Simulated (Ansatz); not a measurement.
# O on Nb(110): change of the work function, part 4 of 4

Wanted: Δφ(θ) for O/Nb(110), starting from the hollow site.

Ansatz 0.2.0; plane-wave DFT, PBE, Ansatz PAW.

So far, work function, upper face (eV): step 2 (the clean slab) 4.49; step 3 (37 atoms, coverage 0.111 ML, cell 3x3) 4.43; step 4 (17 atoms, coverage 0.25 ML, cell 2x2) 4.44.

### 5. Adsorbate added, k-mesh 6×6×1, coverage 0.5 ML (continued)

Step by step:

| step | energy less that of the first step (eV) | largest force component (eV/Å) |
| --- | --- | --- |
| 1 | 0.0000 | 5.1466 |
| 2 | -2.9450 | 3.5652 |
| 3 | -4.1667 | 0.9412 |
| 4 | -4.3823 | 0.3865 |
| 5 | -4.3312 | 0.3768 |
| 6 | -4.4197 | 0.0874 |
| 7 | -4.4222 | 0.0451 |
| 8 | -4.4224 | 0.0303 |
| 9 | -4.4227 | 0.0036 |

Relaxation step 5 was tried and not accepted.

The run keeps the 2 symmetry operations that the program found, so distortions that break them were not tested.

The atoms that moved most (Å):

| atom | dx | dy | dz | length |
| --- | --- | --- | --- | --- |
| O17 | 0.116 | 0.081 | -0.558 | 0.576 |
| O18 | 0.116 | 0.081 | -0.558 | 0.576 |
| Nb4 | -0.108 | 0.049 | 0.124 | 0.172 |
| Nb12 | -0.108 | 0.049 | 0.124 | 0.172 |
| Nb16 | -0.007 | -0.054 | 0.027 | 0.061 |
| Nb8 | -0.007 | -0.054 | 0.027 | 0.061 |
| Nb7 | -0.025 | 0.007 | -0.024 | 0.036 |
| Nb15 | -0.025 | 0.007 | -0.024 | 0.036 |

The relaxed structure:

```xyz
18
Lattice="4.6669 -3.3000 0.0000 4.6669 3.3000 0.0000 0.0000 0.0000 26.7057" Properties=species:S:1:pos:R:3
Nb    0.0000    0.0000    9.0000
Nb    2.3335    0.0000   11.3335
Nb   -0.0258    0.0058   13.6928
Nb    2.2252    0.0495   16.0705
Nb    2.3335    1.6500    9.0000
Nb    4.6669    1.6500   11.3335
Nb    2.3082    1.6573   13.6719
Nb    4.6597    1.5958   15.9732
Nb    2.3335   -1.6500    9.0000
Nb    4.6669   -1.6500   11.3335
Nb    2.3077   -1.6442   13.6928
Nb    4.5586   -1.6005   16.0705
Nb    4.6669    0.0000    9.0000
Nb    7.0004    0.0000   11.3335
Nb    4.6417    0.0073   13.6719
Nb    6.9931   -0.0542   15.9732
O     4.0363    0.0807   17.1475
O     6.3698   -1.5693   17.1475
```

The relaxation took 9 steps and lowered the energy by 4.4 eV; the largest force on the free atoms ends at 0.0036 eV/Å.

The covered face has 4.88 eV, +0.39 eV against the clean one; the bare back face has moved by +0.01 eV, a measure of how thin the slab is.

### 6. Adsorbate added, k-mesh 12×12×1, coverage 1 ML

System of this step: Nb4O (O/Nb(110)). The cell holds 5 atoms: 4 Nb and 1 O. Cell: a = 2.858 Å, b = 2.858 Å, c = 26.706 Å, α = 90.0°, β = 90.0°, γ = 70.5°. Vacuum lies along c.

Another coverage, to see how the dipoles act on each other as their distance changes.

Input file input.yaml:

```yaml
crystal:
  lattice:
    - [2.3334523779, -1.65, 0.0]
    - [2.3334523779, 1.65, 0.0]
    - [0.0, 0.0, 26.7057149568]
  atoms:
    - { symbol: Nb, position: [0.0, 0.0, 0.3370065177] }
    - { symbol: Nb, position: [0.5, 0.5, 0.4243830355] }
    - { symbol: Nb, position: [0.0, 0.0, 0.5128520024] }
    - { symbol: Nb, position: [0.5, 0.5, 0.5971241099] }
    - { symbol: O, position: [0.84, 0.84, 0.6629934823] }
kpoints:
  mp_grid: { grid: [12, 12, 1] }
hamiltonian:
  xc: pbe
scf:
  occupations: { method: fermi_dirac, width: 0.1 }
  convergence: { dr2_threshold: 1.0e-08 }
efield:
  axis: 3
  dipole_correction: true
  ramp_position: 0.97
  ramp_width: 0.06
relax:
  f_tol: 0.02
  max_steps: 60
  constraints: [{ sites: [0, 1] }]
output:
  write_potential: true
  write_density: true
  volumetric_format: npy
```

Launch:

```sh
> ansatz run input.yaml --threads 4 --pin off --max-ram 16384MiB --backend cpu --events-out ev --progress --plain --runs-dir out
```

Standard output:

```text
[...]
Crystal: 5 atoms, lattice volume = 205.644 Å³
Basis set: ecut = 420 eV, 4035 PW (Γ), exchange–correlation on 40×40×360 points (8 copies of the dense FFT grid, shifted against one another)
Bands: 35, of which v1, the nominal top of the filled ones, is band 29 counted from 1 (28 counted from 0)
Symmetry: 2 space group operations
[...]
F+E_penalty+E_count = -18776.32544186 eV   max|allowed force component| = 2.557e-3 eV/Å
  atoms:
    - { symbol: Nb, position: [0.0, 0.0, 0.3370065177] }
    - { symbol: Nb, position: [0.5, 0.5, 0.424383] }
    - { symbol: Nb, position: [-0.00677429, -0.00677429, 0.511871] }
    - { symbol: Nb, position: [0.489397, 0.489397, 0.603348] }
    - { symbol: O, position: [0.879862, 0.879862, 0.642858] }
[key lines of the parts left out:]
SCF converged after 6 iterations
Free energy (F): -18776.325442 eV
Fermi energy:    3.440980 eV
Dipole field:    D = -0.044802 V/Å  (p = -0.050916 e·Å, saw-weighted, corrected)
Work function:   Φ+ = 5.7541 eV   Φ− = 4.5576 eV
```

Run time: 56 s. Hardware: 4 threads of Arm Neoverse V1, shared host; peak memory 0.61 GiB; 3.7 min of CPU time.

Relaxation path:

| step | energy less that of the first step (eV) | largest force component (eV/Å) |
| --- | --- | --- |
| 1 | 0.0000 | 5.7384 |
| 2 | -1.8635 | 3.6359 |
| 3 | -2.3629 | 1.2541 |
| 4 | -2.4402 | 0.7641 |
| 5 | -2.5114 | 0.4627 |
| 6 | -2.5274 | 0.0503 |
| 7 | -2.5276 | 0.0584 |
| 8 | -2.5283 | 0.0026 |

The run keeps the 2 symmetry operations that the program found, so distortions that break them were not tested.

The atoms that moved most (Å):

| atom | dx | dy | dz | length |
| --- | --- | --- | --- | --- |
| O5 | 0.186 | 0.000 | -0.538 | 0.569 |
| Nb4 | -0.049 | 0.000 | 0.166 | 0.173 |
| Nb3 | -0.032 | 0.000 | -0.026 | 0.041 |

The relaxed structure:

```xyz
5
Lattice="2.3335 -1.6500 0.0000 2.3335 1.6500 0.0000 0.0000 0.0000 26.7057" Properties=species:S:1:pos:R:3
Nb    0.0000    0.0000    9.0000
Nb    2.3335    0.0000   11.3335
Nb   -0.0316    0.0000   13.6699
Nb    2.2840    0.0000   16.1128
O     4.1062    0.0000   17.1680
```

The relaxation took 8 steps and lowered the energy by 2.5 eV; the largest force on the free atoms ends at 0.0026 eV/Å.

The covered face has 5.75 eV, +1.26 eV against the clean one; the bare back face has moved by +0.03 eV, a measure of how thin the slab is.

### 7. Work function against coverage

This step: plane-wave DFT, PBE, Ansatz PAW; work function against coverage (Ansatz 0.2.0).

The runs are now put side by side.

This step gave:

```
work function of the clean face     : 4.492 eV
largest change of the work function : 1.262 eV
```

Table of work function of the covered face by coverage:

| coverage (adsorbates/nm²) | work function of the covered face (eV) |
| --- | --- |
| 0.00 | 4.49 |
| 1.44 | 4.43 |
| 3.25 | 4.44 |
| 6.49 | 4.88 |
| 12.99 | 5.75 |

The dipole per adsorbate comes from the change of the cell's dipole. Coverage, by row:

| coverage (1/nm²) | coverage (ML) | work function (eV) | change (eV) | dipole per adsorbate, positive end outwards (debye) | mean height of the added atoms over the highest substrate atom (Å) |
| --- | --- | --- | --- | --- | --- |
| 1.443 | 0.1111 | 4.435 | -0.05767 | 0.099 | 1.069 |
| 3.247 | 0.25 | 4.436 | -0.05649 | 0.046 | 1.141 |
| 6.493 | 0.5 | 4.878 | 0.3859 | -0.153 | 1.077 |
| 12.99 | 1 | 5.754 | 1.262 | -0.252 | 1.055 |

### 8. What came out

| Property | Result |
| --- | --- |
| work function of the clean face | 4.49 eV |
| work function at 0.11 ML | 4.43 eV |
| work function at 0.25 ML | 4.44 eV |
| work function at 0.5 ML | 4.88 eV |
| work function at 1 ML | 5.75 eV |
| dipole per adsorbate at 0.11 ML, positive end outwards | 0.10 D |

At the lowest coverage O changes the work function of Nb(110) by under 0.15 eV, within the error of so thin a slab; the largest change, +1.26 eV, comes at higher coverage. The slab has 4 layers, at the tabulated experimental lattice constant, one starting site was run, and quantum-size effects of a slab this thin can reach one or two tenths of an eV.

[Long decimals in the printed logs are rounded to 6 places.]

[Logs are printed without paths, hosts, clocks, repeated set-up lines and the standing remarks that a program may print on its own settings, such as how far it seeks lower states.]

[Hosts, paths, dates, database ids (printed as entryN), source tags and the programs' standing remarks are cut or masked in the printed files.]

[Maps of the electrostatic potential energy from Ansatz leave out the sawtooth potential of an applied field or a dipole correction, so their vacuum need not be flat; planar profiles and work functions include it.]
